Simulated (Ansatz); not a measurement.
# What NbTlSe3 (model cell, started as cubic perovskite with Nb in the octahedra) distorts into, part 2 of 3

Aim: this structure of NbTlSe3 (model cell, started as cubic perovskite with Nb in the octahedra) is to be tested for unstable modes, and one is followed downhill.

Ansatz 0.2.0; DFT PBEsol, scalar-relativistic, plane waves, PAW; PAW set soft_1.

So far, highest frequency on the path or at a solved wavevector (cm⁻¹): step 2 (phonons on a q mesh) 284. Also lowest frequency on the path (cm⁻¹): step 2 -131.

The structure was built from a prototype and need not be the compound's stable phase.

### 5. Energy along the mode, all amplitudes (two of the runs are shown above)

An imaginary frequency means negative curvature, so the energy should fall and then rise again as anharmonic terms take over.

Numbers from this step:

```yaml
depth_at_the_lowest_point_sampled: 0.563 meV/atom
largest_atomic_shift_at_that_point: 0.04 Å
```

Table of energy from the parent by largest atomic shift:

```tsv
largest atomic shift (Å)	energy from the parent (meV/atom)
0.0000	0
0.0400	-0.563
0.0800	0.301
0.1400	12.2
```

Displacement at unit largest shift by atom:

```tsv
atom	x (Å)	y (Å)	z (Å)	size
Tl1	0.00	0.00	0.00	0.00
Tl2	0.00	0.00	0.00	0.00
Nb3	0.00	0.00	0.00	0.00
Nb4	0.00	0.00	0.00	0.00
Se5	0.00	0.00	-0.52	0.52
Se6	0.00	0.00	0.52	0.52
Se7	0.00	1.00	0.00	1.00
Se8	0.00	-1.00	0.00	1.00
Se9	-0.48	0.00	0.00	0.48
Se10	0.48	0.00	0.00	0.48
```

The lowest of the steps tried is at 0.04 Å, 0.563 meV/atom below the parent; the bottom of the well need not coincide with a step.

### 6. Relaxation from the frozen mode

Starting from the lowest point found, all atoms and the cell are let go, so that strain and other modes of the same symmetry can join in.

input.yaml reads:

```yaml
crystal:
  lattice:
    - [5.0370892205, 5.0370892205, 0.0]
    - [5.0370892205, 0.0, 5.0370892205]
    - [5.0370892205, 0.0, -5.0370892205]
  atoms:
    - { symbol: Tl, position: [0.0, 0.0, 0.0] }
    - { symbol: Tl, position: [0.0, 0.5, 0.5] }
    - { symbol: Nb, position: [0.5, 0.25, 0.75] }
    - { symbol: Nb, position: [0.5, 0.75, 0.25] }
    - { symbol: Se, position: [0.5, -0.0020770209, 0.0020770209] }
    - { symbol: Se, position: [0.5, 0.5020770209, 0.4979229791] }
    - { symbol: Se, position: [0.0079410942, 0.4960294529, -0.0039705471] }
    - { symbol: Se, position: [-0.0079410942, 0.0039705471, 0.5039705471] }
    - { symbol: Se, position: [0.5, -0.0018935262, 0.4981064738] }
    - { symbol: Se, position: [0.5, 0.5018935262, 0.0018935262] }
kpoints:
  mp_grid: { grid: [8, 8, 8] }
hamiltonian:
  xc: pbesol
  pseudopotentials: { kind: paw, azcp: { folder: soft_1 }, xc_functional: pbe }
scf:
  occupations: { method: methfessel_paxton, width: 0.2 }
output:
  forces: true
  stress: true
  eigenvalues: true
relax:
  adjacent_minimum: "off"
  f_tol: 0.002
  max_steps: 120
  cell: { stress_tol: 0.03 }
```

Command:

```
> ansatz run input.yaml --threads 4 --pin off --max-ram 16384MiB --backend cpu --events-out ev --progress --plain --runs-dir out
```

Numbers of over 12 decimals in the logs are rounded to 6 here.

What it wrote:

```text
[...]
Crystal: 10 atoms, lattice volume = 255.605 Å³
Basis set: ecut = 420 eV, 5029 PW (Γ), exchange–correlation on 96×96×96 points (8 copies of the dense FFT grid, shifted against one another)
Bands: 89, of which v1, the nominal top of the filled ones, is band 74 counted from 1 (73 counted from 0)
Symmetry: 8 space group operations
[...]
k-points: 95 of 512
[...]
SCF iter   1: F=—  HF=-64137.625760 eV  |F-HF|=—  |Δ(HF+E_count)|=         —  Δρ=3.91e-2  dr2=4.02e0  ethr=3.10e-3  ⟨swp⟩=6.1  Hψ=28737  notcnv=0
[...]
SCF iter  10: F=-64135.908404 eV  HF=-64135.908404 eV  |F-HF|=2.65e-8  |Δ(HF+E_count)|=   3.69e-8  S|Δr|=    0.00e0  Δρ=2.75e-6  dr2=4.58e-8  ethr=6.76e-11  ⟨swp⟩=10.1  Hψ=38381  notcnv=0
SCF 1 converged in 10 iterations: F = -64135.908404 eV  dr2 = 4.58e-8
[...]
relax step   1: F+E_penalty+E_count = -64135.90840439 eV  Δ(F+E_penalty+E_count) = +0.000e0 eV  max|allowed force component| = 1.050e-2 eV/Å  Δτ_max = 0.0000 Å  P = -0.007 GPa  Ω = 255.605 Å³  (10 SCF iters, dr2 threshold 1.00e-7 eV, accepted)
Crystal: 10 atoms, lattice volume = 255.585 Å³
[...]
SCF iter   5: F=-64135.908459 eV  HF=-64135.908459 eV  |F-HF|=4.87e-9  |Δ(HF+E_count)|=   4.39e-9  S|Δr|=    0.00e0  Δρ=1.03e-6  dr2=5.31e-9  ethr=4.65e-12  ⟨swp⟩=4.3  Hψ=30173  notcnv=0
SCF 2 converged in 5 iterations: F = -64135.908459 eV  dr2 = 5.31e-9
[...]
relax step   2: F+E_penalty+E_count = -64135.90845887 eV  Δ(F+E_penalty+E_count) = -5.447e-5 eV  max|allowed force component| = 9.212e-3 eV/Å  Δτ_max = 0.0011 Å  P = +0.003 GPa  Ω = 255.585 Å³  energy of the carried Pulay correction = +1.528e-6 eV  (5 SCF iters, dr2 threshold 6.89e-9 eV, accepted)
Crystal: 10 atoms, lattice volume = 255.633 Å³
[...]
SCF iter   6: F=-64135.908494 eV  HF=-64135.908494 eV  |F-HF|=7.28e-10  |Δ(HF+E_count)|=   2.54e-9  S|Δr|=    0.00e0  Δρ=5.21e-7  dr2=9.06e-10  ethr=3.58e-12  ⟨swp⟩=3.1  Hψ=33044  notcnv=0
SCF 3 converged in 6 iterations: F = -64135.908494 eV  dr2 = 9.06e-10
relax step   3: F+E_penalty+E_count = -64135.90849429 eV  Δ(F+E_penalty+E_count) = -3.543e-5 eV  max|allowed force component| = 4.130e-3 eV/Å  Δτ_max = 0.0026 Å  P = -0.000 GPa  Ω = 255.633 Å³  energy of the carried Pulay correction = -2.132e-6 eV  (6 SCF iters, dr2 threshold 5.30e-9 eV, accepted)
[... from here on, the SCF cycles and remarks between the steps are left out ...]
relax step   4: F+E_penalty+E_count = -64135.90847594 eV  Δ(F+E_penalty+E_count) = +1.835e-5 eV  max|allowed force component| = 1.366e-2 eV/Å  Δτ_max = 0.0013 Å  P = +0.002 GPa  Ω = 255.644 Å³  energy of the carried Pulay correction = -2.984e-6 eV  (6 SCF iters, dr2 threshold 1.07e-9 eV, rejected (line search))
relax step   5: F+E_penalty+E_count = -64135.90849853 eV  Δ(F+E_penalty+E_count) = -4.235e-6 eV  max|allowed force component| = 3.047e-4 eV/Å  Δτ_max = 0.0006 Å  P = +0.002 GPa  Ω = 255.636 Å³  energy of the carried Pulay correction = -2.368e-6 eV  (8 SCF iters, accepted)
relax step   6: F+E_penalty+E_count = -64135.90849805 eV  Δ(F+E_penalty+E_count) = +4.791e-7 eV  max|allowed force component| = 2.580e-4 eV/Å  Δτ_max = 0.0000 Å  P = -0.000 GPa  Ω = 255.643 Å³  energy of the carried Pulay correction = -2.892e-6 eV  (4 SCF iters, accepted)
relax step   7: F+E_penalty+E_count = -64135.90849807 eV  Δ(F+E_penalty+E_count) = -2.640e-8 eV  max|allowed force component| = 2.271e-4 eV/Å  Δτ_max = 0.0000 Å  P = -0.000 GPa  Ω = 255.643 Å³  energy of the carried Pulay correction = -2.885e-6 eV  (4 SCF iters, accepted)
relax step   8: F+E_penalty+E_count = -64135.90850152 eV  Δ(F+E_penalty+E_count) = -3.444e-6 eV  max|allowed force component| = 1.121e-2 eV/Å  Δτ_max = 0.0086 Å  P = +0.010 GPa  Ω = 255.624 Å³  energy of the carried Pulay correction = -1.492e-6 eV  (8 SCF iters, accepted)
relax step   9: F+E_penalty+E_count = -64135.90850173 eV  Δ(F+E_penalty+E_count) = -2.138e-7 eV  max|allowed force component| = 2.826e-3 eV/Å  Δτ_max = 0.0054 Å  P = +0.002 GPa  Ω = 255.638 Å³  energy of the carried Pulay correction = -2.493e-6 eV  (6 SCF iters, dr2 threshold 7.85e-9 eV, accepted)
relax step  10: F+E_penalty+E_count = -64135.90850778 eV  Δ(F+E_penalty+E_count) = -6.052e-6 eV  max|allowed force component| = 4.389e-3 eV/Å  Δτ_max = 0.0033 Å  P = +0.005 GPa  Ω = 255.632 Å³  energy of the carried Pulay correction = -2.040e-6 eV  (7 SCF iters, dr2 threshold 4.99e-10 eV, accepted)
relax step  11: F+E_penalty+E_count = -64135.90851302 eV  Δ(F+E_penalty+E_count) = -5.235e-6 eV  max|allowed force component| = 6.686e-3 eV/Å  Δτ_max = 0.0031 Å  P = +0.007 GPa  Ω = 255.631 Å³  energy of the carried Pulay correction = -1.963e-6 eV  (6 SCF iters, dr2 threshold 1.20e-9 eV, accepted)
relax step  12: F+E_penalty+E_count = -64135.90851282 eV  Δ(F+E_penalty+E_count) = +1.949e-7 eV  max|allowed force component| = 1.075e-2 eV/Å  Δτ_max = 0.0068 Å  P = +0.013 GPa  Ω = 255.636 Å³  energy of the carried Pulay correction = -2.380e-6 eV  (8 SCF iters, dr2 threshold 2.79e-9 eV, accepted)
relax step  13: F+E_penalty+E_count = -64135.90854310 eV  Δ(F+E_penalty+E_count) = -3.028e-5 eV  max|allowed force component| = 4.263e-4 eV/Å  Δτ_max = 0.0034 Å  P = +0.000 GPa  Ω = 255.648 Å³  energy of the carried Pulay correction = -3.300e-6 eV  (6 SCF iters, dr2 threshold 7.22e-9 eV, accepted)
[...]
SCF iter   5: F=-64135.908544 eV  HF=-64135.908544 eV  |F-HF|=1.46e-11  |Δ(HF+E_count)|=  1.46e-11  S|Δr|=    0.00e0  Δρ=2.27e-8  dr2=2.55e-12  ethr=1.00e-12  ⟨swp⟩=3.2  Hψ=30715  notcnv=0
SCF 14 converged in 5 iterations: F = -64135.908544 eV  dr2 = 2.55e-12
relax step  14: F+E_penalty+E_count = -64135.90854383 eV  Δ(F+E_penalty+E_count) = -7.278e-7 eV  max|allowed force component| = 4.318e-4 eV/Å  Δτ_max = 0.0000 Å  P = +0.000 GPa  Ω = 255.648 Å³  stress off target by 9.77e-3 GPa  SCF on the basis re-selected at this cell (its energy is not comparable with the rows above)  (5 SCF iters)
basis re-selected at this cell: Δ(F+E_penalty+E_count) = -7.278e-7 eV, ΔP = -0.000 GPa vs the last step (what re-selecting the basis moved, of the pressure what is left beyond the Pulay correction that the steps carried, after the strain that the cell walked since its last selection, with what the two solves' SCF thresholds leave and, on support functions, any second-order correction that the steps lacked; it is no m [...]
SCF converged after 5 iterations
[...]
Free energy (F): -64135.908544 eV
[...]
Internal energy: -64135.918637 eV  (E = F + TS)
E sigma→0 (E₀):  -64135.911067 eV
Entropy (-TS):   0.010093 eV (1.009 meV/atom)
Fermi energy:    8.908535 eV
[...]
--- Forces (eV/Å), atoms counted from 1 ---
  atom   1  Tl    -0.00000000     0.00000000     0.00000000
  atom   2  Tl     0.00000000     0.00000000    -0.00000000
  atom   3  Nb     0.00000000    -0.00000000    -0.00000000
  atom   4  Nb    -0.00000000    -0.00000000    -0.00000000
  atom   5  Se     0.00000000     0.00000000    -0.00043179
  atom   6  Se    -0.00000000     0.00000000     0.00043179
  atom   7  Se    -0.00000000     0.00027532     0.00000000
  atom   8  Se     0.00000000    -0.00027532    -0.00000000
  atom   9  Se     0.00020899     0.00000000    -0.00000000
  atom  10  Se    -0.00020899     0.00000000     0.00000000
  max |Σ_I F_I| component: 5.42e-20 eV/Å
--- Stress (GPa, compression-positive) ---
        0.009771      -0.000000      -0.000000
       -0.000000      -0.002779       0.000000
       -0.000000       0.000000      -0.005669
  P = ⅓ Tr σ = 0.0004 GPa (0.004 kbar)
--- Band table (eV; the first three rows and the last of 95) ---
  k-point 0: bands = [... 70 lower, 8.0718, 8.2800, 8.2801, 8.2810, 9.1638, 9.1649, 9.1816, 10.0440, ... 11 higher]
  k-point 1: bands = [... 70 lower, 8.0346, 8.4977, 8.5186, 8.6214, 9.0448, 9.0618, 9.1056, 10.1852, ... 11 higher]
  k-point 2: bands = [... 70 lower, 7.8486, 8.6662, 8.6904, 8.8351, 9.0260, 9.0691, 9.1486, 9.9757, ... 11 higher]
  k-point 94: bands = [... 70 lower, 8.0723, 8.1184, 8.2497, 8.2498, 9.1902, 10.0589, 10.4520, 10.4520, ... 11 higher]
--- Relaxed structure (13 steps of the walk, 12 accepted, 1 SCFs on fresh bases) ---
  F+E_penalty+E_count = -64135.90854383 eV   max|allowed force component| = 4.318e-4 eV/Å   (the final SCF, on the basis selected at the relaxed cell)
  cell:  # Å, volume = 255.6482 Å³
    - [5.034372, 5.038911, 0.0]
    - [5.034372, 0.0, 5.038842]
    - [5.034372, 0.0, -5.038842]
  atoms:
    - { symbol: Tl, position: [0, 0, 0] }
    - { symbol: Tl, position: [0, 0.500000, 0.500000] }
    - { symbol: Nb, position: [0.500000, 0.250000, 0.75] }
    - { symbol: Nb, position: [0.500000, 0.75, 0.250000] }
    - { symbol: Se, position: [0.500000, -0.00378379, 0.00378379] }
    - { symbol: Se, position: [0.500000, 0.503784, 0.496216] }
    - { symbol: Se, position: [0.00779046, 0.496105, -0.00389523] }
    - { symbol: Se, position: [-0.00779046, 0.00389523, 0.503895] }
    - { symbol: Se, position: [0.500000, -0.000111944, 0.499888] }
    - { symbol: Se, position: [0.500000, 0.500112, 0.000111944] }
```

It took 8.6 min on 4 threads of Arm Neoverse V1, shared host; peak memory 1.8 GiB; 34 min of CPU time.

The steps of the relaxation:

```tsv
step	energy less that of the first step (eV)	largest force component (eV/Å)	pressure (GPa)	volume (Å³)
1	0.0000	0.0105	-0.01	255.60
2	-0.0001	0.0092	0.00	255.58
3	-0.0001	0.0041	0.00	255.63
4	-0.0001	0.0137	0.00	255.64
5	-0.0001	0.0003	0.00	255.64
6	-0.0001	0.0003	0.00	255.64
7	-0.0001	0.0002	0.00	255.64
8	-0.0001	0.0112	0.01	255.62
9	-0.0001	0.0028	0.00	255.64
10	-0.0001	0.0044	0.00	255.63
11	-0.0001	0.0067	0.01	255.63
12	-0.0001	0.0108	0.01	255.64
13	-0.0001	0.0004	0.00	255.65
14*	-0.0001	0.0004	0.00	255.65
```

Relaxation steps marked * repeat the geometry before them on a plane-wave basis chosen anew for their cell, so energy and pressure can jump there. Relaxation step 4 was tried and not accepted.

Forces are held to the 8 operations that the run works with; a distortion that breaks them can't arise in this run.

```tsv
conventional cell, symmetrised	before	after	change
a (Å)	7.124	7.126	+0.0 %
b (Å)	7.124	7.126	+0.0 %
c (Å)	10.074	10.069	-0.1 %
volume (Å³/atom)	25.56	25.56	+0.0 %
```

The atoms that moved most (Å, as changes of fractional coordinates times the final cell):

```tsv
atom	dx	dy	dz	length
Se10	-0.018	0.000	0.000	0.018
Se9	0.018	0.000	0.000	0.018
Se5	0.000	0.000	-0.017	0.017
Se6	0.000	0.000	0.017	0.017
```

Numbers from this step:

| Quantity | Value |
| --- | --- |
| pressure | 4.41e-4 GPa |

The distorted start has space group Fmmm; the relaxation ends in I4/mcm.

### 7. The new phase in its own primitive cell

The relaxed structure is symmetrised, reduced to its primitive cell and relaxed tightly, as its phonons need.

input.yaml, the sections that differ from step 6:

```yaml
crystal:
  lattice:
    - [-3.5630238824, 3.5630238824, 5.0343723207]
    - [3.5630238824, -3.5630238824, 5.0343723207]
    - [3.5630238824, 3.5630238824, -5.0343723207]
  atoms:
    - { symbol: Tl, position: [0.75, 0.75, 0.0] }
    - { symbol: Tl, position: [0.25, 0.25, 0.0] }
    - { symbol: Nb, position: [0.5, 0.0, 0.5] }
    - { symbol: Nb, position: [0.0, 0.5, 0.5] }
    - { symbol: Se, position: [0.7537837867, 0.7462162133, 0.5] }
    - { symbol: Se, position: [0.2462162133, 0.2537837867, 0.5] }
    - { symbol: Se, position: [0.2537837867, 0.7537837867, 0.0075675734] }
    - { symbol: Se, position: [0.7462162133, 0.2462162133, 0.9924324266] }
    - { symbol: Se, position: [0.75, 0.25, 0.5] }
    - { symbol: Se, position: [0.25, 0.75, 0.5] }
relax:
  adjacent_minimum: "off"
  f_tol: 0.001
  max_steps: 60
  cell: { stress_tol: 0.01 }
# kpoints, hamiltonian, scf, output: as in step 6
```

What it wrote:

```text
[...]
Crystal: 10 atoms, lattice volume = 255.648 Å³
Basis set: ecut = 420 eV, 5029 PW (Γ), exchange–correlation on 96×96×96 points (8 copies of the dense FFT grid, shifted against one another)
Bands: 89, of which v1, the nominal top of the filled ones, is band 74 counted from 1 (73 counted from 0)
Symmetry: 16 space group operations
[...]
k-points: 59 of 512
[...]
- { symbol: Nb, position: [0.500000, 0, 0.500000] }
    - { symbol: Nb, position: [0, 0.500000, 0.500000] }
    - { symbol: Se, position: [0.753831, 0.746169, 0.500000] }
    - { symbol: Se, position: [0.246169, 0.253831, 0.500000] }
    - { symbol: Se, position: [0.253831, 0.753831, 0.00766142] }
    - { symbol: Se, position: [0.746169, 0.246169, 0.992339] }
    - { symbol: Se, position: [0.750000, 0.250000, 0.500000] }
    - { symbol: Se, position: [0.250000, 0.750000, 0.500000] }
[key lines of the parts left out:]
SCF converged after 6 iterations
Free energy (F): -64135.908545 eV
Fermi energy:    8.908396 eV
P = ⅓ Tr σ = -0.0004 GPa (-0.004 kbar)
```

Elapsed: 99 s, on 4 threads; peak memory 1.4 GiB; 6.5 min of CPU time.

Little changed from the start: no atom moved by 0.005 Å and no cell edge by 0.1 %.

Numbers from this step:

```yaml
pressure: -4.37e-4 GPa
```

The largest force component left is 0.37 meV/Å and the pressure is 0.000 GPa, within the tolerances set. The cell now holds 25.56 Å³/atom.

(Continued in part 3 of 3.)

[Logs are printed without paths, hosts, clocks, repeated set-up lines and the standing remarks that a program may print on its own settings, such as how far it seeks lower states.]

[Hosts, paths, dates, database ids (printed as entryN), source tags and the programs' standing remarks are cut or masked in the printed files.]
